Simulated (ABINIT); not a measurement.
# How the form of the self-energy moves the gap of TiNF (Pmmn)

Wanted: the gap of TiNF (Pmmn) under several approximations, with cost.

Main program and level: ABINIT 10.8.3; PBEsol and many-body steps on it, plane waves.

### Step 1. Starting point

It takes space group Pmmn (No. 59, orthorhombic). The conventional cell has a = 3.062 Å, b = 3.964 Å, c = 7.871 Å, α = 90.00°, β = 90.00°, γ = 90.00°. Nearest to Ti lie 4 N at 2.01 Å and 2 F at 2.04 Å. Nearest to N lie 4 Ti at 2.01 Å. Nearest to F lie 2 Ti at 2.04 Å. Farther neighbours and most contacts between anions are not listed.

The cell and positions are those that the Materials Project relaxed with its own functionals (PBE, PBE+U or r2SCAN), kept fixed.

### Step 2. Empty states on the mesh, 4×2×1 mesh, 104 bands

This step: ABINIT 10.8.3; DFT, PBEsol, plane waves, norm-conserving pseudopotentials.

The sums over transitions need many empty states on a uniform mesh; this step solves for them.

run.abi reads:

```
acell 3*1.0 Angstrom
rprim 
  3.062004000000 0.000000000000 0.000000000000
  0.000000000000 3.964387000000 0.000000000000
  0.000000000000 0.000000000000 7.870826000000
ntypat 3
znucl 22 7 9
natom 6
typat 1 1 2 2 3 3
xred 
  0.500000000000 0.000000000000 0.895914000000
  0.000000000000 0.500000000000 0.104086000000
  0.500000000000 0.500000000000 0.939316000000
  0.000000000000 0.000000000000 0.060684000000
  0.000000000000 0.000000000000 0.724624000000
  0.500000000000 0.500000000000 0.275376000000
pp_dirpath "pseudos"
pseudos "Ti.upf, N.upf, F.upf"
ecut 38
ngkpt 4 2 1
nshiftk 1
shiftk 0 0 0
kptopt 1
chksymbreak 0
iscf -2
irdden 1
istwfk *1
nband 104
nbdbuf 8
tolwfr 1e-09
nstep 60
prtvol 0
indata_prefix "in"
outdata_prefix "out"
tmpdata_prefix "tmp"
```

On the command line:

```
$ OMP_NUM_THREADS=1 mpirun -n 4 abinit run.abi > log
```

Numbers of over 12 decimals in the logs are rounded to 6 here.

The log of the run:

```text
.Version 10.8.3 of ABINIT. v10.8.2 released Aug 2026.

 Symmetries : space group Pm m n (# 59); Bravais oP (primitive ortho.)
[... echo of the input left out ...]
== DATASET  1 ==================================================================
-   mpi_nproc: 4, omp_nthreads: 1 (-1 if OMP is not activated)

--- !DatasetInfo
iteration_state: {dtset: 1, }
dimensions: {natom: 6, nkpt: 6, mband: 104, nsppol: 1, nspinor: 1, nspden: 1, mpw: 7264, }
cutoff_energies: {ecut:  38.0, pawecutdg:  -1.0, }
[...]
1.54235    1.56940    1.57149    1.59532    1.61094    1.63322    1.63357    1.65015
   1.66519    1.67925    1.69385    1.70975    1.73073    1.73162    1.75364    1.76401
 prteigrs : prtvol=0 or 1, do not print more k-points.

== END DATASET(S) ==============================================================
================================================================================

 -outvars: echo values of variables after computation  --------
            nband         104
             nkpt           6
          spgroup          59
 [... the other variables as echoed above ...]

 Calculation completed.
```

Run time: 37 s. Hardware: 4 MPI ranks of Arm Neoverse V2, shared host; peak memory 0.41 GiB; 2.5 min of CPU time.

Numbers from this step:

```
gap                                                           : 0.6833 eV
k of the valence top                                          : 0, 0, 0
k of the conduction bottom                                    : 0, 0, 0
least direct gap                                              : 0.6833 eV
k points computed                                             : 6
lowest point of the top converged band, above the valence top : 42.13 eV
```

On this mesh the gap is 0.683 eV.

The density comes from a self-consistent run that is not shown.

### Step 3. Screening, 4×2×1 mesh, 96 bands, screening to 122.5 eV

The RPA dielectric matrix is built and inverted for each q.

This step: RPA screening on PBEsol, plane waves, norm-conserving pseudopotentials.

Changes to run.abi since step 2:

```diff
@@ -24,10 +24,11 @@
 chksymbreak 0
-iscf -2
-irdden 1
 istwfk *1
-nband 104
-nbdbuf 8
-tolwfr 1e-09
-nstep 60
-prtvol 0
+occopt 1
+irdwfk 1
+optdriver 3
+nband 96
+ecuteps 4.5
+inclvkb 2
+awtr 1
+symchi 1
 indata_prefix "in"
```

The log of the run:

```text
.Version 10.8.3 of ABINIT. v10.8.2 released Aug 2026.

 Symmetries : space group Pm m n (# 59); Bravais oP (primitive ortho.)
[... echo of the input left out ...]
== DATASET  1 ==================================================================
-   mpi_nproc: 4, omp_nthreads: 1 (-1 if OMP is not activated)

--- !DatasetInfo
iteration_state: {dtset: 1, }
dimensions: {natom: 6, nkpt: 6, mband: 96, nsppol: 1, nspinor: 1, nspden: 1, mpw: 7264, }
cutoff_energies: {ecut:  38.0, pawecutdg:  -1.0, }
electrons: {nelect:   4.80000000E+01, charge:   0.00000000E+00, occopt:   1.00000000E+00, tsmear:   1.00000000E-02, }

 SCREENING: Calculation of the susceptibility and dielectric matrices

 Based on a program developped by R.W. Godby, V. Olevano, G. Onida, and L. Reining.
 Incorporated in ABINIT by V. Olevano, G.-M. Rignanese, and M. Torrent.
.Using double precision arithmetic ; gwpc =  8

[... cell and pseudopotentials left out ...]
--------------------------------------------------------------------------------

 ==== K-mesh for the wavefunctions ====
 Number of points in the irreducible wedge :     6
[... list of points left out ...]
 Together with  8 symmetry operations and time-reversal symmetry
 yields     8 points in the full Brillouin Zone.

 ==== Q-mesh for the screening function ====
 Number of points in the irreducible wedge :     6
[... list of points left out ...]
 Together with  8 symmetry operations and time-reversal symmetry
 yields     8 points in the full Brillouin Zone.

 setmesh: FFT mesh size selected  =    24x   30x   60
          total number of points  =        43200

 vcoul_init : cutoff-mode = AUXILIARY_FUNCTION
 q-points for optical limit:   1
     1)      0.000010    0.000020    0.000030

- screening: taking advantage of time-reversal symmetry
- Maximum band index for partially occupied states nbvw = 24
- Remaining bands to be divided among processors   nbcw = 72
- Number of bands treated by each node ~18

 Number of electrons calculated from density =   48.0000; Expected =   48.0000
 average of density, n =  0.074446
 r_s =    1.4747
 omega_plasma =   26.3195 [eV]

 calculating chi0 at frequencies [eV] :
  1    0.000000E+00    0.000000E+00
  2    0.000000E+00    2.631945E+01

--------------------------------------------------------------------------------
  q-point number  1        q = ( 0.000000, 0.000000, 0.000000) [r.l.u.]
--------------------------------------------------------------------------------
[... chi0 elements left out ...]
 For q-point:  0.000010 0.000020 0.000030
  dielectric constant =  11.2528
  dielectric constant without local fields =  12.2981

  Average fulfillment of the sum rule on Im[epsilon] for q-point    1 :     48.69  [%]
[... wings left out ...]
  q-point number  2        q = ( 0.250000, 0.000000, 0.000000) [r.l.u.]
--------------------------------------------------------------------------------
[... chi0 elements left out ...]
  Average fulfillment of the sum rule on Im[epsilon] for q-point    2 :     54.44  [%]

 [... 4 further q-points ...]
```

The job ended after 23 s (4 MPI ranks; peak memory 1.1 GiB; 91 s of CPU time).

This step gave:

| Item | Value |
| --- | --- |
| ε∞ with local fields, on this mesh, along the program's q direction | 11.25 |
| the same without local fields | 12.30 |
| plasma frequency | 26.32 eV |
| plane waves in the screening matrix | 293 |

Local fields lower ε∞ by 8 %. On a Γ-centred mesh this coarse the value itself is usually too large, while a short band sum pulls it down.

### Step 4. G0W0, Godby-Needs plasmon pole

The self-energy is evaluated for the states that the input lists, and the levels follow from it, in one-shot runs by the linearised quasiparticle equation.

This step: G0W0 on PBEsol, plane waves, norm-conserving pseudopotentials.

Changes to run.abi since step 3:

```diff
@@ -27,8 +27,15 @@
 irdwfk 1
-optdriver 3
+optdriver 4
 nband 96
+gwcalctyp 0
+ecutsigx 38
+symsigma 1
+nkptgw 1
+kptgw 
+  0.0000000000 0.0000000000 0.0000000000
+bdgw 
+  23 26
 ecuteps 4.5
-inclvkb 2
-awtr 1
-symchi 1
+irdscr 1
+ppmodel 1
 indata_prefix "in"
```

The log of the run:

```text
.Version 10.8.3 of ABINIT. v10.8.2 released Aug 2026.

 Symmetries : space group Pm m n (# 59); Bravais oP (primitive ortho.)
[... echo of the input left out ...]
== DATASET  1 ==================================================================
-   mpi_nproc: 4, omp_nthreads: 1 (-1 if OMP is not activated)

--- !DatasetInfo
iteration_state: {dtset: 1, }
dimensions: {natom: 6, nkpt: 6, mband: 96, nsppol: 1, nspinor: 1, nspden: 1, mpw: 7264, }
cutoff_energies: {ecut:  38.0, pawecutdg:  -1.0, }
electrons: {nelect:   4.80000000E+01, charge:   0.00000000E+00, occopt:   1.00000000E+00, tsmear:   1.00000000E-02, }

 SIGMA: Calculation of the GW corrections

 Based on a program developped by R.W. Godby, V. Olevano, G. Onida, and L. Reining.
 Incorporated in ABINIT by V. Olevano, G.-M. Rignanese, and M. Torrent.
.Using double precision arithmetic ; gwpc =  8

[... cell and pseudopotentials left out ...]
--------------------------------------------------------------------------------

 ==== K-mesh for the wavefunctions ====
 Number of points in the irreducible wedge :     6
[... list of points left out ...]
 Together with  8 symmetry operations and time-reversal symmetry
 yields     8 points in the full Brillouin Zone.

 ==== Q-mesh for screening function ====
 Number of points in the irreducible wedge :     6
[... list of points left out ...]
 Together with  8 symmetry operations and time-reversal symmetry
 yields     8 points in the full Brillouin Zone.

 vcoul_init : cutoff-mode = AUXILIARY_FUNCTION
 q-points for optical limit:   1
     1)      0.000010    0.000020    0.000030
 setmesh: FFT mesh size selected  =    40x   48x   90
          total number of points  =       172800

 Number of electrons calculated from density =   48.0000; Expected =   48.0000
 average of density, n =  0.074446
 r_s =    1.4747
 omega_plasma =   26.3195 [eV]

 === KS Band Gaps ===
  >>>> For spin  1
   Minimum direct gap =   0.6833 [eV], located at k-point      :   0.0000  0.0000  0.0000
   Fundamental gap    =   0.6833 [eV], Top of valence bands at :   0.0000  0.0000  0.0000
                                       Bottom of conduction at :   0.0000  0.0000  0.0000
 SIGMA fundamental parameters:
 PLASMON POLE MODEL  1
 number of plane-waves for SigmaX                 7201
 number of plane-waves for SigmaC and W            293
 number of plane-waves for wavefunctions          7201
 number of bands                                    96
 number of independent spin polarizations            1
 number of spinorial components                      1
 number of k-points in IBZ                           6
 number of q-points in IBZ                           6
 number of symmetry operations                       8
 number of k-points in BZ                            8
 number of q-points in BZ                            8
 number of frequencies for dSigma/dE                 9
 frequency step for dSigma/dE [eV]                0.25
 number of omega for Sigma on real axis              0
 max omega for Sigma on real axis  [eV]           0.00
 zcut for avoiding poles [eV]                     0.10

 EPSILON^-1 parameters (SCR file):
 dimension of the eps^-1 matrix on file            293
 dimension of the eps^-1 matrix used               293
 number of plane-waves for wavefunctions          7201
 number of bands                                    96
 number of q-points in IBZ                           6
 number of frequencies                               2
 number of real frequencies                          1
 number of imag frequencies                          1

 matrix elements of self-energy operator (all in [eV])

 Perturbative Calculation

--- !SelfEnergy_ee
iteration_state: {dtset: 1, }
kpoint     : [   0.000,    0.000,    0.000, ]
spin       : 1
KS_gap     :    0.683
QP_gap     :    1.717
Delta_QP_KS:    1.033
data: !SigmaeeData |
     Band     E0 <VxcDFT>   SigX SigC(E0)      Z dSigC/dE  Sig(E)    E-E0       E
       23   1.124 -18.907 -21.918   3.657   0.747  -0.338 -18.424   0.483   1.607
       24   2.376 -18.173 -20.423   3.043   0.748  -0.337 -17.580   0.594   2.969
       25   3.059 -19.644 -12.296  -5.171   0.747  -0.338 -18.017   1.627   4.686
       26   3.820 -20.336 -12.144  -5.872   0.739  -0.352 -18.620   1.715   5.536

== END DATASET(S) ==============================================================
================================================================================

 -outvars: echo values of variables after computation  --------
           etotal      0.0000000000E+00
            nband          96
             nkpt           6
          spgroup          59
 [... the other variables as echoed above ...]

 Calculation completed.
```

It took 5.5 s on 4 MPI ranks; peak memory 0.86 GiB.

Numbers from this step:

* G0W0 gap on the points computed: 1.717 eV
* starting gap on the mesh: 0.6833 eV
* k of the valence top: 0, 0, 0
* k of the conduction bottom: 0, 0, 0
* Z at the valence top: 0.748
* Z at the conduction bottom: 0.747
* least direct G0W0 gap on the computed points: 1.717 eV

The gap on the mesh goes from 0.68 eV to 1.72 eV, a correction of +1.03 eV.

### Step 5. G0W0, Hybertsen-Louie plasmon pole

Changes to run.abi since step 4:

```diff
@@ -39,3 +39,3 @@
 irdscr 1
-ppmodel 1
+ppmodel 2
 indata_prefix "in"
```

The log of the run:

```text
.Version 10.8.3 of ABINIT. v10.8.2 released Aug 2026.

 Symmetries : space group Pm m n (# 59); Bravais oP (primitive ortho.)
[... echo of the input left out ...]
== DATASET  1 ==================================================================
-   mpi_nproc: 4, omp_nthreads: 1 (-1 if OMP is not activated)

--- !DatasetInfo
iteration_state: {dtset: 1, }
dimensions: {natom: 6, nkpt: 6, mband: 96, nsppol: 1, nspinor: 1, nspden: 1, mpw: 7264, }
cutoff_energies: {ecut:  38.0, pawecutdg:  -1.0, }
electrons: {nelect:   4.80000000E+01, charge:   0.00000000E+00, occopt:   1.00000000E+00, tsmear:   1.00000000E-02, }

 SIGMA: Calculation of the GW corrections

 Based on a program developped by R.W. Godby, V. Olevano, G. Onida, and L. Reining.
 Incorporated in ABINIT by V. Olevano, G.-M. Rignanese, and M. Torrent.
.Using double precision arithmetic ; gwpc =  8

[... cell and pseudopotentials left out ...]
--------------------------------------------------------------------------------

 ==== K-mesh for the wavefunctions ====
 Number of points in the irreducible wedge :     6
[... list of points left out ...]
 Together with  8 symmetry operations and time-reversal symmetry
 yields     8 points in the full Brillouin Zone.

 ==== Q-mesh for screening function ====
 Number of points in the irreducible wedge :     6
[... list of points left out ...]
 Together with  8 symmetry operations and time-reversal symmetry
 yields     8 points in the full Brillouin Zone.

 vcoul_init : cutoff-mode = AUXILIARY_FUNCTION
 q-points for optical limit:   1
     1)      0.000010    0.000020    0.000030
 setmesh: FFT mesh size selected  =    40x   48x   90
          total number of points  =       172800

 Number of electrons calculated from density =   48.0000; Expected =   48.0000
[...]
number of k-points in IBZ                           6
 number of q-points in IBZ                           6
 number of symmetry operations                       8
 number of k-points in BZ                            8
 number of q-points in BZ                            8
 number of frequencies for dSigma/dE                 9
 frequency step for dSigma/dE [eV]                0.25
 number of omega for Sigma on real axis              0
 max omega for Sigma on real axis  [eV]           0.00
 zcut for avoiding poles [eV]                     0.10

 EPSILON^-1 parameters (SCR file):
 dimension of the eps^-1 matrix on file            293
 dimension of the eps^-1 matrix used               293
 number of plane-waves for wavefunctions          7201
 number of bands                                    96
 number of q-points in IBZ                           6
 number of frequencies                               2
 number of real frequencies                          1
 number of imag frequencies                          1

 matrix elements of self-energy operator (all in [eV])

 Perturbative Calculation

--- !SelfEnergy_ee
iteration_state: {dtset: 1, }
kpoint     : [   0.000,    0.000,    0.000, ]
spin       : 1
KS_gap     :    0.683
QP_gap     :    2.249
Delta_QP_KS:    1.565
data: !SigmaeeData |
     Band     E0 <VxcDFT>   SigX SigC(E0)      Z dSigC/dE  Sig(E)    E-E0       E
       23   1.124 -18.907 -21.918   3.489   0.833  -0.201 -18.509   0.398   1.522
       24   2.376 -18.173 -20.423   2.900   0.829  -0.206 -17.634   0.540   2.915
       25   3.059 -19.644 -12.296  -4.833   0.837  -0.195 -17.539   2.105   5.164
       26   3.820 -20.336 -12.144  -5.466   0.835  -0.198 -18.060   2.276   6.096

== END DATASET(S) ==============================================================
================================================================================

 -outvars: echo values of variables after computation  --------
           etotal      0.0000000000E+00
            nband          96
             nkpt           6
          spgroup          59
 [... the other variables as echoed above ...]

 Calculation completed.
```

Run time: 5.5 s. Hardware: 4 MPI ranks; peak memory 0.85 GiB; 21 s of CPU time.

Numbers from this step:

```
G0W0 gap on the points computed              : 2.249 eV
starting gap on the mesh                     : 0.6833 eV
k of the valence top                         : 0, 0, 0
k of the conduction bottom                   : 0, 0, 0
Z at the valence top                         : 0.829
Z at the conduction bottom                   : 0.837
least direct G0W0 gap on the computed points : 2.249 eV
```

Against G0W0 in ABINIT (4×2×1 mesh, 96 bands, screening to 122.5 eV, Godby-Needs plasmon pole), the gap moves by +0.532 eV.

### Step 6. G0W0, von der Linden-Horsch plasmon pole

Changes to run.abi since step 5:

```diff
@@ -39,3 +39,3 @@
 irdscr 1
-ppmodel 2
+ppmodel 3
 indata_prefix "in"
```

The log of the run:

```text
.Version 10.8.3 of ABINIT. v10.8.2 released Aug 2026.

 Symmetries : space group Pm m n (# 59); Bravais oP (primitive ortho.)
[... echo of the input left out ...]
== DATASET  1 ==================================================================
-   mpi_nproc: 4, omp_nthreads: 1 (-1 if OMP is not activated)

--- !DatasetInfo
iteration_state: {dtset: 1, }
dimensions: {natom: 6, nkpt: 6, mband: 96, nsppol: 1, nspinor: 1, nspden: 1, mpw: 7264, }
cutoff_energies: {ecut:  38.0, pawecutdg:  -1.0, }
[...]
24   2.376 -18.173 -20.423   2.951   0.824  -0.214 -17.595   0.578   2.954
       25   3.059 -19.644 -12.296  -5.222   0.828  -0.208 -17.884   1.760   4.819
       26   3.820 -20.336 -12.144  -5.842   0.825  -0.213 -18.398   1.938   5.758

== END DATASET(S) ==============================================================
================================================================================

 -outvars: echo values of variables after computation  --------
           etotal      0.0000000000E+00
            nband          96
             nkpt           6
          spgroup          59
 [... the other variables as echoed above ...]

 Calculation completed.
```

The job ended after 4.8 s (4 MPI ranks; peak memory 0.81 GiB).

Numbers from this step:

```
G0W0 gap on the points computed              : 1.865 eV
starting gap on the mesh                     : 0.6833 eV
k of the valence top                         : 0, 0, 0
k of the conduction bottom                   : 0, 0, 0
least direct G0W0 gap on the computed points : 1.865 eV
```

Against G0W0 in ABINIT (4×2×1 mesh, 96 bands, screening to 122.5 eV, Godby-Needs plasmon pole), the gap moves by +0.148 eV.

[end of part 1 of 2]

[Paths, hosts, dates, memory and timing lines, banners, echoed tables and standing remarks are left out of the program output.]

[Logs are printed without paths, hosts, clocks, repeated set-up lines and the standing remarks that a program may print on its own settings, such as how far it seeks lower states.]

[Runs of the session that timed out or met a known fault of the program may be left out.]

[Hosts, paths, dates, database ids (printed as entryN), source tags and the programs' standing remarks are cut or masked in the printed files.]

[G0W0 gaps are taken among the corrected bands and points alone; a level outside them can change the order at an edge.]

[Where Ansatz stands beside ABINIT at settings called matched, ABINIT's density can come from a denser mesh and the files from another edition; pairs whose starting gaps differed by over 0.03 eV were left out, so agreement reads better than it is.]
